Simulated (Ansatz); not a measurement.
## InW: relaxing a made-up structure

Starting from a made-up structure for InW, the aim is the relaxed cell, its shortest contacts and, where a second run follows, its electronic structure.

Method: DFT, r2SCAN, plane-wave PAW, files of the set soft_1, scalar-relativistic, no spin, cell and ions relaxed at zero pressure; PAW set soft_1, in the first sound run; inputs show where later runs differ, in Ansatz 0.2.0.

## (1) The starting structure

The structure is orthorhombic, space group Cmcm (No. 63). Conventional cell: a = 3.850 Å, b = 11.598 Å, c = 3.982 Å, α = 90.00°, β = 90.00°, γ = 90.00°. Nearest to W lie 5 In at 2.81 to 3.12 Å. In has 5 W at 2.81 to 3.12 Å and 2 In at 2.98 Å nearest. Farther neighbours are not listed.

## (2) Relaxation of the guess

The guessed cell has no reason to be at equilibrium. It is relaxed with the atoms, within the space group of the guess.

File input.yaml:

```yaml
crystal:
  lattice:
    - [1.925, -5.799, 0.0]
    - [1.925, 5.799, 0.0]
    - [0.0, 0.0, 3.982]
  atoms:
    - { symbol: W, position: [0.1351, 0.8649, 0.25] }
    - { symbol: W, position: [0.8649, 0.1351, 0.75] }
    - { symbol: In, position: [0.4045, 0.5955, 0.25] }
    - { symbol: In, position: [0.5955, 0.4045, 0.75] }
kpoints:
  mp_grid: { grid: [7, 7, 7] }
scf:
  occupations: { method: fermi_dirac, width: 0.05 }
hamiltonian:
  xc: r2scan
  pseudopotentials: { kind: paw, azcp: { folder: soft_1 } }
relax:
  f_tol: 0.015
  max_steps: 70
  cell: {}
output:
  forces: true
  stress: true
```

On the command line:

```sh
ansatz run input.yaml --threads 4 --pin off --max-ram 8192MiB --backend cpu --events-out ev --progress --plain --runs-dir out
```

Numbers of over 12 decimals in the logs are rounded to 6 here.

Output:

```text
Engine: ansatz 0.2.0, aarch64-unknown-linux-gnu
Pseudopotentials: kind: paw
Pseudopotential: W, paw, valence charge 14, recommended cutoff 500 eV (meta_gga), soft_1/W.paw.azcp
Pseudopotential: In, paw, valence charge 13, recommended cutoff 500 eV (meta_gga), soft_1/In.paw.azcp
Functional definition: r2SCAN
  parameter k0 = 0.174
  parameter k1 = 0.065
  parameter a1 = 4.9479
  exchange = r2scan_x(k0 = k0, k1 = k1, a1 = a1)
  correlation = r2scan_c
Crystal: 4 atoms, lattice volume = 88.903 Å³
Basis set: ecut = 500 eV, 2257 PW (Γ), exchange–correlation on 180×180×120 points (64 copies of the dense FFT grid, shifted against one another)
Bands: 33, of which v1, the nominal top of the filled ones, is band 27 counted from 1 (26 counted from 0)
Symmetry: 8 space group operations
Space group: Cmcm (ITA 63), of the structure as read, at distance tolerance 4.5e-5 Å
k-points: 64 of 343
Non-local potential: W, projectors of the file, l = 0: 3, l = 1: 2, l = 2: 2, l = 3: 1
Non-local potential: In, projectors of the file, l = 0: 2, l = 1: 2, l = 2: 2, l = 3: 1
PAW form: soft (Blöchl's): semilocal exchange-correlation on the pseudo side does not see the compensation charge
PAW frozen core: W, regenerated for the run's functional (the file was generated under x = pbe(κ = 0.804, μ = 0.219515), c = pbe(β = 0.066725))
PAW frozen core: In, regenerated for the run's functional (the file was generated under x = pbe(κ = 0.804, μ = 0.219515), c = pbe(β = 0.066725))
PAW one-centre angular grid: W, 590 points (default); XC on 160 Gauss nodes
PAW one-centre angular grid: In, 590 points (default); XC on 160 Gauss nodes
Initial density: superposition of atomic densities (chi_scale 0.1, normalization cell, long waves kept (reshape's long-wave potential 0.01 eV rms))
Initial wavefunctions: pseudopotential atomic-orbital guess
Functional: x = r2scan, c = r2scan; τ floored in thin density (d = 2e-4 eV/Å³)
SCF iter   1: F=—  HF=-32014.796474 eV  |F-HF|=—  |Δ(HF+E_count)|=         —  Δρ=5.56e-2  dr2=5.18e0  dr2_τ=2.24e-1  ethr=3.10e-3  ⟨swp⟩=6.1  Hψ=8284  notcnv=0
preconditioner: auto → Kerker (q_TF=auto, 2.511 Å⁻¹)  [metal: Δε(μ)=0.036 eV  Ē_g=11.657 eV  σ=0.050 eV  W_gap=0.17  n_scr=26 (ndim 8)  ℏωp=24.3 eV  f_vac=0.000  D(μ)=3.71/eV (n_scr^D=30)]
SCF iter   2: F=—  HF=-32013.965830 eV  |F-HF|=—  |Δ(HF+E_count)|=   8.31e-1  Δρ=2.69e-2  dr2=1.11e0  dr2_τ=7.26e-2  ethr=3.10e-3  ⟨swp⟩=2.2  Hψ=3393  notcnv=0
SCF iter   3: F=—  HF=-32013.886549 eV  |F-HF|=—  |Δ(HF+E_count)|=   7.93e-2  Δρ=7.00e-3  dr2=8.24e-2  dr2_τ=2.09e-3  ethr=2.06e-3  ⟨swp⟩=2.2  Hψ=3001  notcnv=0
SCF iter   4: F=—  HF=-32013.892703 eV  |F-HF|=—  |Δ(HF+E_count)|=   6.15e-3  Δρ=1.61e-3  dr2=5.01e-3  dr2_τ=1.46e-4  ethr=1.53e-4  ⟨swp⟩=2.2  Hψ=3363  notcnv=0
SCF iter   5: F=—  HF=-32013.892983 eV  |F-HF|=—  |Δ(HF+E_count)|=   2.80e-4  Δρ=4.24e-4  dr2=5.15e-4  dr2_τ=1.25e-5  ethr=9.27e-6  ⟨swp⟩=2.6  Hψ=3392  notcnv=0
SCF iter   6: F=—  HF=-32013.892955 eV  |F-HF|=—  |Δ(HF+E_count)|=   2.86e-5  Δρ=1.80e-4  dr2=5.37e-5  dr2_τ=1.44e-6  ethr=9.54e-7  ⟨swp⟩=2.8  Hψ=3368  notcnv=0
SCF iter   7: F=—  HF=-32013.892984 eV  |F-HF|=—  |Δ(HF+E_count)|=   2.90e-5  Δρ=6.53e-5  dr2=4.15e-6  dr2_τ=2.83e-7  ethr=9.94e-8  ⟨swp⟩=2.1  Hψ=2775  notcnv=0
SCF iter   8: F=—  HF=-32013.892991 eV  |F-HF|=—  |Δ(HF+E_count)|=   7.70e-6  Δρ=1.92e-5  dr2=3.32e-7  dr2_τ=5.64e-9  ethr=7.69e-9  ⟨swp⟩=2.9  Hψ=4089  notcnv=0
SCF iter   9: F=-32013.892993 eV  HF=-32013.892993 eV  |F-HF|=6.98e-8  |Δ(HF+E_count)|=   1.11e-6  Δρ=6.17e-6  dr2=3.06e-8  dr2_τ=1.65e-9  ethr=1.85e-10  ⟨swp⟩=5.0  Hψ=7504  notcnv=0
SCF 1 converged in 9 iterations: F = -32013.892993 eV  dr2 = 3.06e-8
  greatest PAW one-centre occupation: 0.999 electrons in one spin orbital (limit 2), on the W atom at site 1 (counted from 0), in its partial waves of l = 0
relax step   1: F+E_penalty+E_count = -32013.89299266 eV  Δ(F+E_penalty+E_count) = +0.000e0 eV  max|allowed force component| = 4.185e-1 eV/Å  Δτ_max = 0.0000 Å  P = -13.961 GPa  Ω = 88.903 Å³  (9 SCF iters, dr2 threshold 1.00e-7 eV, accepted)
Crystal: 4 atoms, lattice volume = 81.175 Å³
Basis set: ecut = 500 eV, 2045 PW (Γ), exchange–correlation on 180×180×120 points (64 copies of the dense FFT grid, shifted against one another)
Initial density: handed on by an earlier stage of this run
Initial wavefunctions: those handed on with the density
iter 1 solved again at ethr=4.77e-5 eV; its pass at ethr=3.10e-3 eV (dr2=2.57e-2 eV) is discarded
SCF iter   1: F=—  HF=-32014.047122 eV  |F-HF|=—  |Δ(HF+E_count)|=         —  Δρ=6.01e-3  dr2=2.79e-2  dr2_τ=5.58e-1  ethr=4.77e-5  ⟨swp⟩=1.9  Hψ=10619  notcnv=0
preconditioner: auto → Kerker (q_TF=auto, 2.549 Å⁻¹)  [metal: Δε(μ)=0.014 eV  Ē_g=11.108 eV  σ=0.050 eV  W_gap=0.07  n_scr=26 (ndim 8)  ℏωp=25.4 eV  f_vac=0.000  D(μ)=3.31/eV (n_scr^D=26)]
SCF iter   2: F=—  HF=-32014.594245 eV  |F-HF|=—  |Δ(HF+E_count)|=   5.47e-1  Δρ=3.19e-3  dr2=1.24e-2  dr2_τ=3.08e-4  ethr=4.77e-5  ⟨swp⟩=2.7  Hψ=4294  notcnv=0
SCF iter   3: F=—  HF=-32014.594107 eV  |F-HF|=—  |Δ(HF+E_count)|=   1.38e-4  Δρ=8.34e-4  dr2=1.07e-3  dr2_τ=1.40e-4  ethr=2.29e-5  ⟨swp⟩=2.6  Hψ=3172  notcnv=0
SCF iter   4: F=—  HF=-32014.594274 eV  |F-HF|=—  |Δ(HF+E_count)|=   1.67e-4  Δρ=2.63e-4  dr2=1.06e-4  dr2_τ=7.78e-6  ethr=1.98e-6  ⟨swp⟩=2.2  Hψ=2827  notcnv=0
SCF iter   5: F=—  HF=-32014.594262 eV  |F-HF|=—  |Δ(HF+E_count)|=   1.18e-5  Δρ=7.83e-5  dr2=6.34e-6  dr2_τ=4.71e-7  ethr=1.96e-7  ⟨swp⟩=2.6  Hψ=3212  notcnv=0
SCF iter   6: F=—  HF=-32014.594264 eV  |F-HF|=—  |Δ(HF+E_count)|=   2.05e-6  Δρ=2.93e-5  dr2=6.72e-7  dr2_τ=1.50e-8  ethr=1.17e-8  ⟨swp⟩=2.1  Hψ=3277  notcnv=0
SCF iter   7: F=-32014.594265 eV  HF=-32014.594265 eV  |F-HF|=5.77e-8  |Δ(HF+E_count)|=   4.64e-7  Δρ=8.44e-6  dr2=6.42e-8  dr2_τ=3.63e-9  ethr=7.41e-10  ⟨swp⟩=4.1  Hψ=7112  notcnv=0
SCF 2 converged in 7 iterations: F = -32014.594265 eV  dr2 = 6.42e-8
relax step   2: F+E_penalty+E_count = -32014.59426456 eV  Δ(F+E_penalty+E_count) = -7.013e-1 eV  max|allowed force component| = 4.720e-1 eV/Å  Δτ_max = 0.0395 Å  P = -6.486 GPa  Ω = 81.175 Å³  energy of the carried Pulay correction = +9.977e-4 eV  (7 SCF iters, dr2 threshold 4.00e-7 eV, accepted)
Crystal: 4 atoms, lattice volume = 76.479 Å³
Basis set: ecut = 500 eV, 1947 PW (Γ), exchange–correlation on 180×180×120 points (64 copies of the dense FFT grid, shifted against one another)
iter 1 solved again at ethr=7.98e-5 eV; its pass at ethr=3.10e-3 eV (dr2=4.31e-2 eV) is discarded
[...]
relax step   6: F+E_penalty+E_count = -32015.70749587 eV  Δ(F+E_penalty+E_count) = -3.560e-1 eV  max|allowed force component| = 4.728e-1 eV/Å  Δτ_max = 0.0750 Å  P = +0.094 GPa  Ω = 74.091 Å³  energy of the carried Pulay correction = +1.996e-3 eV  (8 SCF iters, dr2 threshold 4.00e-7 eV, accepted)
relax step   7: F+E_penalty+E_count = -32016.16058114 eV  Δ(F+E_penalty+E_count) = -4.531e-1 eV  max|allowed force component| = 7.116e-1 eV/Å  Δτ_max = 0.0901 Å  P = +1.002 GPa  Ω = 73.002 Å³  energy of the carried Pulay correction = +2.157e-3 eV  (7 SCF iters, dr2 threshold 4.00e-7 eV, accepted)
relax step   8: F+E_penalty+E_count = -32016.72086479 eV  Δ(F+E_penalty+E_count) = -5.603e-1 eV  max|allowed force component| = 9.189e-1 eV/Å  Δτ_max = 0.1017 Å  P = +2.738 GPa  Ω = 71.767 Å³  energy of the carried Pulay correction = +2.342e-3 eV  (9 SCF iters, dr2 threshold 4.00e-7 eV, accepted)
relax step   9: F+E_penalty+E_count = -32017.21418928 eV  Δ(F+E_penalty+E_count) = -4.933e-1 eV  max|allowed force component| = 3.751e-1 eV/Å  Δτ_max = 0.1952 Å  P = +2.070 GPa  Ω = 71.944 Å³  energy of the carried Pulay correction = +2.316e-3 eV  (9 SCF iters, dr2 threshold 4.00e-7 eV, accepted)
relax step  10: F+E_penalty+E_count = -32016.64070242 eV  Δ(F+E_penalty+E_count) = +5.735e-1 eV  max|allowed force component| = 1.225e0 eV/Å  Δτ_max = 0.1887 Å  P = -14.523 GPa  Ω = 81.277 Å³  energy of the carried Pulay correction = +9.839e-4 eV  (7 SCF iters, dr2 threshold 4.00e-7 eV, rejected (line search))
relax step  11: F+E_penalty+E_count = -32017.26899006 eV  Δ(F+E_penalty+E_count) = -5.480e-2 eV  max|allowed force component| = 2.159e-1 eV/Å  Δτ_max = 0.0966 Å  P = +1.033 GPa  Ω = 72.415 Å³  energy of the carried Pulay correction = +2.245e-3 eV  (11 SCF iters, accepted)
relax step  12: F+E_penalty+E_count = -32017.28188007 eV  Δ(F+E_penalty+E_count) = -1.289e-2 eV  max|allowed force component| = 8.307e-2 eV/Å  Δτ_max = 0.0328 Å  P = -0.028 GPa  Ω = 72.663 Å³  energy of the carried Pulay correction = +2.208e-3 eV  (6 SCF iters, dr2 threshold 4.00e-7 eV, accepted)
relax step  13: F+E_penalty+E_count = -32017.28266308 eV  Δ(F+E_penalty+E_count) = -7.830e-4 eV  max|allowed force component| = 1.124e-2 eV/Å  Δτ_max = 0.0073 Å  P = +0.062 GPa  Ω = 72.686 Å³  energy of the carried Pulay correction = +2.204e-3 eV  (5 SCF iters, dr2 threshold 4.00e-7 eV, accepted)
relax step  14: F+E_penalty+E_count = -32017.28274108 eV  Δ(F+E_penalty+E_count) = -7.800e-5 eV  max|allowed force component| = 5.719e-3 eV/Å  Δτ_max = 0.0017 Å  P = +0.024 GPa  Ω = 72.713 Å³  energy of the carried Pulay correction = +2.200e-3 eV  (5 SCF iters, dr2 threshold 7.36e-8 eV, accepted)
relax step  15: F+E_penalty+E_count = -32017.28275053 eV  Δ(F+E_penalty+E_count) = -9.448e-6 eV  max|allowed force component| = 3.009e-4 eV/Å  Δτ_max = 0.0007 Å  P = -0.002 GPa  Ω = 72.733 Å³  energy of the carried Pulay correction = +2.197e-3 eV  (5 SCF iters, dr2 threshold 8.35e-9 eV, accepted)
Basis set: ecut = 500 eV, 1861 PW (Γ), exchange–correlation on 180×180×144 points (64 copies of the dense FFT grid, shifted against one another)
Initial wavefunctions: pseudopotential atomic-orbital guess (no wavefunctions were taken with the density)
iter 1 solved again at ethr=3.71e-8 eV; its pass at ethr=3.10e-3 eV (dr2=2.00e-5 eV) is discarded
SCF iter   1: F=—  HF=-32017.280909 eV  |F-HF|=—  |Δ(HF+E_count)|=         —  Δρ=7.14e-4  dr2=1.73e-5  dr2_τ=1.76e-4  ethr=3.71e-8  ⟨swp⟩=3.1  Hψ=14185  notcnv=0
preconditioner: auto → Kerker (q_TF=auto, 2.596 Å⁻¹)  [metal: Δε(μ)=0.055 eV  Ē_g=12.038 eV  σ=0.050 eV  W_gap=0.27  n_scr=14 (ndim 8)  ℏωp=26.8 eV  f_vac=0.000  D(μ)=2.58/eV (n_scr^D=14)]
SCF iter   2: F=—  HF=-32017.281746 eV  |F-HF|=—  |Δ(HF+E_count)|=   8.37e-4  Δρ=3.66e-4  dr2=4.64e-6  dr2_τ=1.87e-5  ethr=3.20e-8  ⟨swp⟩=2.1  Hψ=3309  notcnv=0
SCF iter   3: F=—  HF=-32017.282023 eV  |F-HF|=—  |Δ(HF+E_count)|=   2.77e-4  Δρ=1.34e-5  dr2=4.45e-8  dr2_τ=2.40e-8  ethr=8.60e-9  ⟨swp⟩=2.0  Hψ=3687  notcnv=0
SCF iter   4: F=—  HF=-32017.282023 eV  |F-HF|=—  |Δ(HF+E_count)|=   1.12e-7  Δρ=4.24e-6  dr2=7.59e-9  dr2_τ=1.15e-9  ethr=8.24e-11  ⟨swp⟩=2.0  Hψ=3836  notcnv=0
SCF iter   5: F=—  HF=-32017.282023 eV  |F-HF|=—  |Δ(HF+E_count)|=   1.38e-8  Δρ=9.06e-7  dr2=6.78e-10  dr2_τ=8.83e-11  ethr=1.41e-11  ⟨swp⟩=2.0  Hψ=3287  notcnv=0
SCF iter   6: F=—  HF=-32017.282023 eV  |F-HF|=—  |Δ(HF+E_count)|=  3.20e-10  Δρ=3.34e-7  dr2=7.42e-11  dr2_τ=4.18e-12  ethr=1.25e-12  ⟨swp⟩=2.0  Hψ=3319  notcnv=0
SCF iter   7: F=-32017.282023 eV  HF=-32017.282023 eV  |F-HF|=3.64e-11  |Δ(HF+E_count)|=  5.82e-11  Δρ=8.50e-8  dr2=5.67e-12  dr2_τ=4.38e-13  ethr=1.00e-12  ⟨swp⟩=4.0  Hψ=7029  notcnv=0
SCF 16 converged in 7 iterations: F = -32017.282023 eV  dr2 = 5.67e-12
relax step  16: F+E_penalty+E_count = -32017.28202278 eV  Δ(F+E_penalty+E_count) = +7.278e-4 eV  max|allowed force component| = 4.208e-4 eV/Å  Δτ_max = 0.0000 Å  P = +0.007 GPa  Ω = 72.733 Å³  stress off target by 2.35e-2 GPa  SCF on the basis re-selected at this cell (its energy is not comparable with the rows above)  (7 SCF iters)
basis re-selected at this cell: Δ(F+E_penalty+E_count) = +7.278e-4 eV, ΔP = +0.009 GPa vs the last step (what re-selecting the basis moved, of the pressure what is left beyond the Pulay correction that the steps carried, after the strain that the cell walked since its last selection, with what the two solves' SCF thresholds leave and, on support functions, any second-order correction that the steps lacked; it is no measure of the basis error at this ecutwfc). The dense FFT grid was sized anew with the basis: this SCF ran on 45×45×36 points, the steps before it on 45×45×30, so part of this shift can come from that change (see relax.cell in the input reference). [rest of the remark cut]
SCF converged after 7 iterations
Free energy (F): -32017.282023 eV
Harris-Foulkes:  -32017.282023 eV  (|F-HF|=3.64e-11)
Internal energy: -32017.259442 eV  (E = F + TS)
E sigma→0 (E₀):  -32017.270732 eV
Entropy (-TS):   -0.022581 eV (-5.645 meV/atom)
Fermi energy:    17.790093 eV
--- Per-component energies (eV) ---
  E_band       = -202.997340
  E_kinetic    = 1283.887281
  E_local      = -2881.452994  (includes V_loc(G=0)·N_el)
  E_nonlocal   = 605.837752
  E_hartree    = 1179.985463
  E_xc         = -763.266217
  E_vxc        = -694.730640  (∫ρ·V_xc dr)
  E_paw        = -25687.668573  (= ΣΔE_a)
  E_vpaw       = -916.378808  (= ΣTr[D̂ρ^β])
  E_aug_tail   = -0.000018  (compensation charges beyond the density's cutoff)
  E_vtau       = 39.869234  (kinetic-family band-sum trace: ∫τ·v_τ [+ j·A + Jᵃ·Aᵃ] dr)
  E_ewald      = -5755.336928
  E_core_change = 0.754792  (= ΣΔE_core)
  E_smearing   = -0.022581  (= −TS)
  E_closure    = -0.000000  (closes the sum)
  Σ components = -32017.282023   (vs F -32017.282023, Δ=0.00e0)
--- Forces (eV/Å), atoms counted from 1 ---
  atom   1  W      0.00000000     0.00019489    -0.00000000
  atom   2  W     -0.00000000    -0.00019489     0.00000000
  atom   3  In    -0.00000000    -0.00042083     0.00000000
  atom   4  In     0.00000000     0.00042083    -0.00000000
  max |Σ_I F_I| component: 2.60e-17 eV/Å
--- Stress (GPa, compression-positive) ---
       -0.013336      -0.000000       0.000000
       -0.000000       0.009952       0.000000
        0.000000       0.000000       0.023547
  P = ⅓ Tr σ = 0.0067 GPa (0.067 kbar)
--- Relaxed structure (15 steps of the walk, 14 accepted, 1 SCFs on fresh bases) ---
  F+E_penalty+E_count = -32017.28202278 eV   max|allowed force component| = 4.208e-4 eV/Å   (the final SCF, on the basis selected at the relaxed cell)
  cell:  # Å, volume = 72.7331 Å³
    - [1.389882, -5.626072, 0]
    - [1.389882, 5.626072, 0]
    - [0, 0, 4.650708]
  atoms:
    - { symbol: W, position: [0.186829, 0.813171, 0.25] }
    - { symbol: W, position: [0.813171, 0.186829, 0.750000] }
    - { symbol: In, position: [0.431596, 0.568404, 0.25] }
    - { symbol: In, position: [0.568404, 0.431596, 0.750000] }
```

Elapsed: 100 s, on 4 threads of Arm Neoverse V2, shared host; peak memory 0.83 GiB.

Relaxation path:

```csv
step,energy less that of the first step (eV),largest force component (eV/Å),pressure (GPa),volume (Å³)
1,0.0000,0.4185,-13.96,88.90
2,-0.7013,0.4720,-6.49,81.18
3,-1.0173,0.4006,-0.06,76.48
4,-1.2069,0.3659,5.53,73.37
5,-1.4585,0.5252,2.84,73.85
6,-1.8145,0.4728,0.09,74.09
7,-2.2676,0.7116,1.00,73.00
8,-2.8279,0.9189,2.74,71.77
9,-3.3212,0.3751,2.07,71.94
10,-2.7477,1.2247,-14.52,81.28
11,-3.3760,0.2159,1.03,72.42
12,-3.3889,0.0831,-0.03,72.66
13,-3.3897,0.0112,0.06,72.69
14,-3.3897,0.0057,0.02,72.71
15,-3.3898,0.0003,0.00,72.73
16*,-3.3890,0.0004,0.01,72.73
```

Relaxation steps marked * repeat the geometry before them on a plane-wave basis chosen anew for their cell, so energy and pressure can jump there. Relaxation step 10 was tried and not accepted.

The run keeps the 8 symmetry operations that it works with, so distortions that break them were not tested.

```csv
cell as run,before,after,change
a (Å),6.110,5.795,-5.2 %
b (Å),6.110,5.795,-5.2 %
c (Å),3.982,4.651,+16.8 %
γ (°),143.27,152.25,+6.3 %
volume (Å³/atom),22.23,18.18,-18.2 %
```

The atoms that moved most (Å, as changes of fractional coordinates times the final cell):

```csv
atom,dx,dy,dz,length
W1,0.000,-0.582,0.000,0.582
W2,0.000,0.582,0.000,0.582
In3,0.000,-0.305,0.000,0.305
In4,0.000,0.305,0.000,0.305
```

Final coordinates:

```xyz
4
Lattice="1.3899 -5.6261 0.0000 1.3899 5.6261 0.0000 0.0000 0.0000 4.6507" Properties=species:S:1:pos:R:3 pbc="T T T"
W     1.3899    3.5238    1.1627
W     1.3899   -3.5238    3.4880
In    1.3899    0.7697    1.1627
In    1.3899   -0.7697    3.4880
```

Numbers from this step:

- free energy: -32017.2820 eV
- energy at zero smearing: -32017.2707 eV
- smearing term TS: 0.02258 eV
- Fermi energy: 17.79 eV
- electrons: 54
- symmetry operations: 8
- pressure: 0.006721 GPa

Shortest distances by pair of elements, guess and relaxed (not always the same contact):

```csv
pair,guess (Å),relaxed (Å)
In–W,2.807,2.754
W–W,3.713,2.780
In–In,2.978,2.780
```

The relaxation ends with a largest force component of 4.2e-4 eV/Å and a pressure of 0.01 GPa.

(Part 1 of 2 ends here.)

[Logs are printed without paths, hosts, clocks, repeated set-up lines and the standing remarks that a program may print on its own settings, such as how far it seeks lower states.]

[Hosts, paths, dates, database ids (printed as entryN), source tags and the programs' standing remarks are cut or masked in the printed files.]
